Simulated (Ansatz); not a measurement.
# Lattice dynamics of NiS2 monolayer (2H), part 3 of 3

How does NiS2 monolayer (2H) vibrate, and is this structure a minimum?

Ansatz 0.2.0; DFT LDA, scalar-relativistic, plane waves, PAW.

So far. Step 4 (Relaxing to small forces for the phonons): The largest force component left is 0.042 meV/Å, within the tolerances set. Step 5 (Zone-centre response): Before it was imposed, the acoustic sum rule was missed by 2.6e-5 eV/Å². Small misses are needed for a sound result but don't prove that mesh and cutoff are converged. The lowest optical mode is real, 178 cm⁻¹.

## (6) Response at finite wavevector

Stability and thermal properties need the whole zone. Linear response on a 6×6×1 q mesh gives force constants as far as a supercell of that size would.

input.yaml reads:

```yaml
crystal:
  lattice:
    - [3.4050762795, 0.0, 0.0]
    - [-1.7025381397, 2.9488825598, 0.0]
    - [0.0, 0.0, 30.0]
  atoms:
    - { symbol: Ni, position: [0.3333333333, 0.6666666667, 0.3333333333] }
    - { symbol: S, position: [0.6666666667, 0.3333333333, 0.3689680748] }
    - { symbol: S, position: [0.6666666667, 0.3333333333, 0.2976985918] }
  periodic: [true, true, false]
kpoints:
  mp_grid: { grid: [18, 18, 1] }
hamiltonian:
  xc: lda
scf:
  occupations: { method: methfessel_paxton, width: 0.15 }
output:
  eigenvalues: true
phonons:
  method: dfpt
  qmesh: [6, 6, 1]
  temperatures: { t_max: 1000, t_step: 50 }
  qpath:
    path:
      - [0.0, 0.0, 0.0]
      - [0.5, 0.0, 0.0]
      - [0.33333333, 0.33333333, 0.0]
      - [0.0, 0.0, 0.0]
    npoints: 10
```

The run is started by

```bash
ansatz run input.yaml --threads 8 --pin off --max-ram 14336MiB --backend cpu --events-out ev --progress --plain --runs-dir out
```

Numbers of over 12 decimals in the logs are rounded to 6 here.

Output:

```text
[...]
Crystal: 3 atoms, lattice volume = 301.235 Å³
Basis set: ecut = 420 eV, 5909 PW (Γ), exchange–correlation on 48×48×432 points (8 copies of the dense FFT grid, shifted against one another)
Bands: 19, of which v1, the nominal top of the filled ones, is band 15 counted from 1 (14 counted from 0)
Symmetry: 12 space group operations
k-points: 37 of 324 (time reversal used)
[...]
SCF iter   1: F=—  HF=-7512.714741 eV  |F-HF|=—  |Δ(HF+E_count)|=         —  Δρ=9.27e-3  dr2=3.21e-1  ethr=1.77e-3  ⟨swp⟩=12.3  Hψ=5831  notcnv=0
[...]
SCF iter  11: F=-7512.676180 eV  HF=-7512.676180 eV  |F-HF|=1.75e-10  |Δ(HF+E_count)|=   2.68e-9  S|Δr|=    0.00e0  Δρ=2.79e-8  dr2=3.32e-12  ethr=1.00e-12  ⟨swp⟩=11.2  Hψ=5830  notcnv=0
SCF 1 converged in 11 iterations: F = -7512.676180 eV  dr2 = 3.32e-12
[...]
phonons: the bands overlap, so this run is a metal and interpolates without the dipole-dipole term. If the crystal is really an insulator or semiconductor, its LO-TO splitting is missing
NSCF: frozen V_eff on 37 k-points
WARN: eigensolver did not converge (k=0): 1 band(s) unlocked after 2 eigensolves, warm-restarted (20 sweeps on the last) at ethr=1.57e-12 eV (storage-precision floor; scheduled 1.00e-12 eV) (lowest unlocked band 18, counted from 0; max residual 6.14e-5 eV among the unlocked bands, 6.14e-5 eV over every band; other slots of this pass that fall short are told together in one closing line; warning suppressed until the next SCF loop or pass starts)
WARN: eigensolver did not converge in 10 slots of this pass, the one above among them; of largest residual over every band (k=30): 1 band(s) unlocked (lowest unlocked band 18, counted from 0; max residual 2.34e-2 eV among the unlocked bands, 2.34e-2 eV over every band); of lowest unlocked band (k=0): band 18
[...]
DFPT response loops at q = (0, 0, 0) (fractional): preconditioner auto → none (partly filled bands, converged f_vac=0.804); β = 0.50; Broyden in place of MSR1
[...]
SCF converged after 11 iterations
[...]
Free energy (F): -7512.676180 eV
[...]
Internal energy: -7512.677049 eV  (E = F + TS)
E sigma→0 (E₀):  -7512.676397 eV
Entropy (-TS):   0.000869 eV (0.290 meV/atom)
Fermi energy:    -4.112499 eV
[...]
--- Band table (eV; the first three rows and the last of 37) ---
  k-point 0: bands = [... 11 lower, -6.0103, -4.2274, -3.9759, -3.9759, -3.7707, -3.7707, -1.6188, -0.5030]
  k-point 1: bands = [... 11 lower, -6.0303, -4.2294, -4.1554, -4.0540, -3.8570, -3.7527, -1.3937, -0.4537]
  k-point 2: bands = [... 11 lower, -6.0951, -4.5446, -4.4135, -4.2662, -3.8853, -3.7028, -0.9020, -0.3063]
  k-point 36: bands = [... 11 lower, -6.9738, -6.8999, -6.6993, -5.6149, -4.1536, -2.0403, 1.0180, 1.7254]
--- Phonons (Γ-DFPT): 4 representative perturbations + reference (Σ response iterations 19) ---
  ASR residual: 4.779e-5 → 0.000e0 eV/Å²; symmetrization residual: 7.939e-6 eV/Å²
  ASR residual per site (eV/Å²): 7.07e-6 4.78e-5 4.78e-5
  Γ frequencies (cm⁻¹): 0.00 0.00 0.00 178.48 204.91 204.91 261.30 261.30 390.58
--- Phonons (arbitrary-q DFPT): 7 irreducible q on the 6×6×1 mesh ---
  q = [0.0000, 0.0000, 0.0000] (star 1, of the zone-centre solve; hermiticity 1.61e-6, symmetrization 1.64e-10): -0.00 0.00 0.00 178.48 204.91 204.91 261.30 261.30 390.58
  q = [0.0000, 0.1667, 0.0000] (star 6, 6 solved perturbations on 171 of 324 k-point pairs; hermiticity 1.84e-6, symmetrization 1.50e-9): 24.34 50.48 80.70 176.29 197.68 230.08 273.77 275.51 389.54
[...]
q = [0.1667, 0.1667, 0.0000] (star 6, 4 solved perturbations in 990 linear systems a pass and spin channel, the states on 324 of 324 k-point pairs; hermiticity 6.50e-7, symmetrization 1.18e-9): 60.92 93.62 99.04 192.42 215.41 238.34 286.59 297.16 397.23
[...]
sum rule: each row above includes the acoustic sum rule's correction from the zone centre's row sums; it moved no ω² by more than (0.64 cm⁻¹)²
  mesh force constants: q→R imaginary residual 2.12e-18; ASR residual 4.779e-5 → 0.000e0 eV/Å²; symmetrization residual 7.105e-15 eV/Å²
  interpolated dispersion: 31 rows × 9 modes
  density of states and harmonic sums: on the 24×24×1 q-mesh, interpolated from the force constants of a 6×6×1 supercell (no non-analytic term)
  largest difference from the sums on the solved wave vectors: F 2.70e-2 eV, S 3.37e-5 and C_V 6.75e-6 eV/K
  zero-point energy: 0.117012 eV/cell   skipped modes (ω ≤ 0): 3   left out of the sums: 5.79e-4 of the cell's modes: C_V's classical limit lies that fraction below 3 k_B per atom; for a crystal, a wire or a layer, F and S can be off by more, and a phonons.interpolated_qmesh denser along its periods is the remedy for the sampling
```

The job ended after 11 min (8 threads of Arm Neoverse V1, shared host; peak memory 4.1 GiB; 88 min of CPU time).

This step gave:

| Item | Value |
| --- | --- |
| sum-rule residual before enforcement | 4.78e-5 eV/Å² |
| lowest frequency on the path | 0 cm⁻¹ |
| highest frequency on the path or at a solved wavevector | 413.7 cm⁻¹ |
| mean frequency | 209.9 cm⁻¹ |
| lowest mode on the q mesh (acoustic modes at Γ apart) | 24.34 cm⁻¹ |
| zero-point energy per atom | 39 meV |
| heat capacity at 300 K | 22.56 J/(mol atoms K) |
| vibrational entropy at 300 K | 30.26 J/(mol atoms K) |
| edges of the widest gap between branches, on path and mesh | 305.2, 388.4 cm⁻¹ |

Frequencies (cm⁻¹) solved at each irreducible wavevector; negative means imaginary. Frequencies by wavevector, by row:

```
q in reciprocal lattice units  star  mode 1  mode 2  mode 3  mode 4  mode 5  mode 6  mode 7  mode 8  mode 9
                        0 0 0     1       0       0       0   178.5   204.9   204.9   261.3   261.3   390.6
                   0 0.1667 0     6    24.3    50.5    80.7   176.3   197.7   230.1   273.8   275.5   389.5
                   0 0.3333 0     6    79.3    79.4   113.9   200.2     217   244.5   289.3   304.4     409
                     0 -0.5 0     3    78.8   116.4   117.7   198.7   205.4   267.1   292.9   301.1   413.6
              0.1667 0.1667 0     6    60.9    93.6      99   192.4   215.4   238.3   286.6   297.2   397.2
              0.1667 0.3333 0    12    93.7   104.6   109.8   197.3   210.9   256.1   284.6   299.1   404.2
              0.3333 0.3333 0     2    84.6   106.5   113.9   178.9   228.6   234.2   270.6   298.1   392.9
```

Interpolated from a 6×6×1 q mesh. Phonon branches along the path, in cm⁻¹:

```
  point  branch 1  branch 2  branch 3  branch 4  branch 5  branch 6  branch 7  branch 8  branch 9
      Γ         0         0         0       178       205       205       261       261       391
halfway        50        68       104       196       204       233       284       292       398
      M        79       116       118       199       205       267       293       301       414
halfway        91       107       114       191       212       257       283       297       404
      K        85       106       114       179       229       234       271       298       393
halfway        61        94        99       192       215       238       287       297       397
      Γ         0         0         0       178       205       205       261       261       391
```

The phonon branches as a text plot (rows in cm⁻¹):

```
    405 |         ********************       *********
    388 |*********                    *******         ***********
    371 |
    353 |
    336 |
    319 |
    302 |           **********************************
    284 |       *********************        **************
    267 |*******        ***********  ********            ********
    250 |             **           *****   *********
    233 |     ********                  ***         *******
    215 | ****      ******      ********   ***********     *****
    198 |***************************         ********************
    181 |***  ****                  *********            **     *
    164 |   **                                             *****
    147 |
    129 |
    112 |         **********************************
     95 |       **      **        ******   **************
     78 |     **    **************      ***       **  *****
     60 |       ******                              **   ****
     43 |   ****  **                                  ***  **
     26 | ********                                       **  ***
      9 |*****                                             ******
         Γ                   M           K                      Γ
```

Tetrahedra on a 24×24×1 mesh, mean over bins of 5 cm-1. Interpolated from a 6×6×1 q mesh. Table of phonon density of states by wavenumber; read off at these points:

```
wavenumber (cm⁻¹)  phonon density of states (1/cm⁻¹/cell)
                2                                 0.00156
               18                                 0.00658
               32                                 0.00801
               42                                 0.00962
               58                                  0.0127
               72                                  0.0184
               88                                  0.0510
               92                                  0.0632
              102                                  0.0280
              112                                  0.0982
              118                                  0.0299
              128                                       0
              142                                       0
              158                                       0
              172                                 0.00955
              188                                  0.0174
              198                                   0.102
              202                                  0.0488
              212                                   0.061
              228                                  0.0102
              242                                  0.0177
              258                                  0.0249
              272                                  0.0242
              288                                  0.0893
              298                                  0.0731
              312                                       0
              328                                       0
              342                                       0
              358                                       0
              372                                       0
              382                                       0
              398                                  0.0368
              412                                  0.0310
```

The partial phonon density of states has structure finer than the step of the table below, so its rows give means over 10 cm⁻¹, whole bins alone (the curve runs from -10 to 436 cm⁻¹). Peaks (cm⁻¹: height): Ni 91.0: 0.0360, 110.6: 0.0544, 214.4: 0.0173, 287.3: 0.0219, 402.3: 0.00831; S 110.6: 0.0287, 197.6: 0.0776, 253.7: 0.0275, 287.3: 0.0498, 301.4: 0.0546, 402.3: 0.0360.

Phonopy on the run's constants, 19x19x1 mesh, Gaussian sigma 3.2 cm-1. Interpolated from a 6×6×1 q mesh. The partial phonon density of states by wavenumber; means over each step; values in 1/cm⁻¹/cell:

```
wavenumber (cm⁻¹)       Ni        S
                0   7.5e-4   8.3e-4
               10  0.00216  0.00253
               20  0.00307  0.00362
               30  0.00405  0.00460
               40  0.00392  0.00427
               50  0.00550  0.00557
               60  0.00699  0.00666
               70  0.00979  0.00844
               80   0.0215   0.0160
               90   0.0338   0.0187
              100   0.0276   0.0148
              110   0.0468   0.0247
              120   0.0162  0.00674
              130   9.0e-5   3.2e-5
              140        0        0
              150        0        0
              160   3.8e-4   4.9e-4
              170  0.00341  0.00454
              180  0.00264  0.00823
              190  0.00269   0.0316
              200  0.00401   0.0646
              210   0.0104   0.0397
              220  0.00942   0.0222
              230  0.00183   0.0175
              240  0.00133   0.0199
              250  0.00366   0.0238
              260  0.00688   0.0220
              270  0.00753   0.0176
              280   0.0108   0.0305
              290   0.0196   0.0420
              300   0.0148   0.0457
              310  0.00138  0.00901
              320   1.0e-6   1.8e-5
              330        0        0
              340        0        0
              350        0        0
              360        0        0
              370        0   7.0e-7
              380   1.1e-4  0.00178
              390  0.00246   0.0209
              400  0.00721   0.0331
              410  0.00615   0.0243
              420   8.7e-4  0.00328
              430        0   1.3e-6
```

Harmonic thermodynamic functions per atom, from the density of states. Interpolated from a 6×6×1 q mesh. Thermodynamic functions, by row:

```
T (K)  F_vib (meV/atom)  S (J/mol-atom/K)  C_V (J/mol-atom/K)
    0                39                 0                   0
  100             34.92              9.85               13.03
  200             18.39             21.55               20.19
  300             -8.68             30.26               22.56
  400            -43.62              36.9               23.54
  500            -84.71             42.21               24.02
  600            -130.8             46.62               24.29
  700            -181.1             50.37               24.46
  800            -235.1             53.65               24.57
  900            -292.2             56.54               24.64
 1000            -352.2             59.14                24.7
```

Symmetry leaves 7 wavevectors to solve. The lowest mode among them, the acoustic zeros apart, lies at q = (0, 0.167, 0) and is real, 24.3 cm⁻¹.

## (7) Isotope substitution, element Ni, natural mass 58.6934 amu

An isotope changes the mass and not the force constants, so no new electronic calculation is needed; the shifts show which modes move this element.

The same force constants with the mass of Ni changed from 58.693 to 63.928 u (phonopy, no LO-TO term). Both lists are sorted by frequency; levels can cross, so a row need not hold one and the same mode. Modes under 3 cm⁻¹ are left out. Isotope shifts, by row:

```
         q  rank  natural mass (cm⁻¹)  changed mass (cm⁻¹)
     0 0 0     4                178.5                174.6
     0 0 0     5                204.9                204.9
     0 0 0     6                204.9                204.9
     0 0 0     7                261.3                255.7
     0 0 0     8                261.3                255.7
     0 0 0     9                390.6                390.6
0 0.1667 0     1                24.34                23.87
0 0.1667 0     2                50.49                49.37
0 0.1667 0     3                 80.7                 78.6
0 0.1667 0     4                176.3                  173
0 0.1667 0     5                197.7                197.7
0 0.1667 0     6                230.1                229.1
0 0.1667 0     7                273.8                269.9
0 0.1667 0     8                275.5                270.2
0 0.1667 0     9                389.5                388.3
0 0.3333 0     1                79.32                77.42
0 0.3333 0     2                79.38                 77.5
0 0.3333 0     3                113.9                110.3
0 0.3333 0     4                200.2                200.2
0 0.3333 0     5                  217                213.8
0 0.3333 0     6                244.5                243.6
0 0.3333 0     7                289.3                  284
0 0.3333 0     8                304.4                303.6
0 0.3333 0     9                  409                405.8
  0 -0.5 0     1                78.76                76.88
  0 -0.5 0     2                116.4                112.8
  0 -0.5 0     3                117.7                113.9
  0 -0.5 0     4                198.7                198.1
  0 -0.5 0     5                205.4                205.4
  0 -0.5 0     6                267.1                264.9
  0 -0.5 0     7                292.9                287.5
  0 -0.5 0     8                301.1                300.7
  0 -0.5 0     9                413.6                409.9
```

A mode of this element alone would shift by -4.18 %. The highest zone-centre frequency without the field goes from 390.6 to 390.6 cm⁻¹ (+0.0 %). The product of the frequency ratios over all optical modes at Γ is 0.937; the product rule, (m/m′)^(3k/2) (M′/M)^(3/2) with k = 1 such atoms and M the mass of the cell, gives 0.937.

## (8) Isotope substitution, element S, natural mass 32.06 amu

The same for S, from 32.06 to 33.97 u.

A mode of this element alone would shift by -2.85 %. The highest zone-centre frequency without the field goes from 390.6 to 379.4 cm⁻¹ (-2.8 %). The product of the frequency ratios over all optical modes at Γ is 0.880; the product rule, (m/m′)^(3k/2) (M′/M)^(3/2) with k = 2 such atoms and M the mass of the cell, gives 0.880.

## (9) Results

* space group after relaxation (within 0.01 Å): P-6m2
* area per atom: 3.35 Å²
* electronic character: no gap on this mesh
* highest optical mode at the zone centre (no LO-TO term): 391 cm⁻¹
* lowest optical zone-centre mode: 178 cm⁻¹
* lowest mode on the q mesh (acoustic modes at Γ apart): 24.3 cm⁻¹
* highest frequency on the path or at a solved wavevector: 414 cm⁻¹
* zero-point energy per atom: 39 meV
* heat capacity at 300 K: 22.6 J/(mol atoms K)
* vibrational entropy at 300 K: 30.3 J/(mol atoms K)
* imaginary modes on the 6×6×1 q mesh: none

The structure is a minimum as far as tested: no mode is imaginary at the 7 irreducible wavevectors of the 6×6×1 mesh, and the softest away from the acoustic zeros lies at 24 cm⁻¹. The optical modes at Γ span 178 to 391 cm⁻¹. The highest mode in this list at Γ, 390.6 cm⁻¹, is mostly motion of S (100 % of the kinetic energy). On the path and the mesh, the widest gap between branches runs from 305 to 388 cm⁻¹. With no gap, or one that is small against the smearing, the frequencies hang on the k mesh and the smearing, most of all near Kohn anomalies. The phonon runs are without spin polarisation, although Ni often carries a moment. In a sheet or slab the interpolated bending branch near Γ is rough, since the rotational sum rule isn't imposed. A phonon run warned that its eigensolver left some bands unconverged in a pass. The starting cell was built on a prototype and not taken from a measurement. These are harmonic frequencies at zero temperature: anharmonic shifts, linewidths and thermal expansion are left out.

[Logs are printed without paths, hosts, clocks, repeated set-up lines and the standing remarks that a program may print on its own settings, such as how far it seeks lower states.]

[Hosts, paths, dates, database ids (printed as entryN), source tags and the programs' standing remarks are cut or masked in the printed files.]
